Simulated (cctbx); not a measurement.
# V4ZnSn: precision against data quality

Space group P4/mcc (no. 124), a = 6.1460 Å, b = 6.1460 Å, c = 5.0260 Å, α = 90.00°, β = 90.00°, γ = 90.00°.

| atom | mult. | x | y | z | Ueq (Å²) |
| --- | --- | --- | --- | --- | --- |
| Sn1 | 2 | 1/2 | 1/2 | 1/4 | 0.0074 |
| Zn1 | 2 | 0 | 0 | 1/4 | 0.0086 |
| V1 | 8 | 0.3255 | 0.1578 | 1/2 | 0.0092 |

The model was made for the exercise: a known structure type with other elements put in, its volume estimated, not relaxed; displacement parameters are assumed.

Five simulated data sets (cctbx; Ag Kα, λ = 0.56087 Å; 4 % proportional error) differ in resolution or exposure (noise floor 8 counts in the first three, 8 in the last two). Each is refined with the right model, isotropic at 1.1 Å and anisotropic otherwise. How do the figures of merit and the uncertainties move?

| d min (Å) | top counts | ⟨I/σ⟩ (unmerged, absences included) | unique | param. (scale apart) | Rint | R1 | GooF | largest s.u. xyz (fractional) | s.u. U of V1 (Å²) | largest error (Å) |
| --- | --- | --- | --- | --- | --- | --- | --- | --- | --- | --- |
| 1.1 | 20000 | 12.0 | 48 | 5 | 0.034 | 0.0074 | 0.84 | 0.00011 | 0.0003 | 0.0015 |
| 0.84 | 20000 | 11.0 | 97 | 10 | 0.031 | 0.0088 | 1.04 | 0.00009 | 0.0003 | 0.0010 |
| 0.6 | 20000 | 10.1 | 260 | 10 | 0.035 | 0.0107 | 0.93 | 0.00004 | 0.0001 | 0.0002 |
| 0.75 | 300 | 1.6 | 140 | 10 | 0.265 | 0.0438 | 0.89 | 0.00095 | 0.0027 | 0.0170 |
| 0.75 | 3000 | 5.8 | 140 | 10 | 0.058 | 0.0150 | 0.89 | 0.00015 | 0.0004 | 0.0025 |

The number of reflections grows roughly as 1/d³: 48, 97 and 260 here. R1 follows the noise rather than the truth: at 300 counts it is 0.0438, at 3000 counts 0.0150, while GooF is 0.89 and 0.89: the weights 1/σ² carry the noise. The s.u. of U (U11 where anisotropic) for V1 goes 0.0003, 0.0003, 0.0001 Å² with resolution and 0.0027, 0.0004 Å² with exposure.

Hardware for the 0.6 Å refinement: 0.49 s on 1 thread of Arm Neoverse N1, with other jobs on the host, peak memory 0.09 GiB.
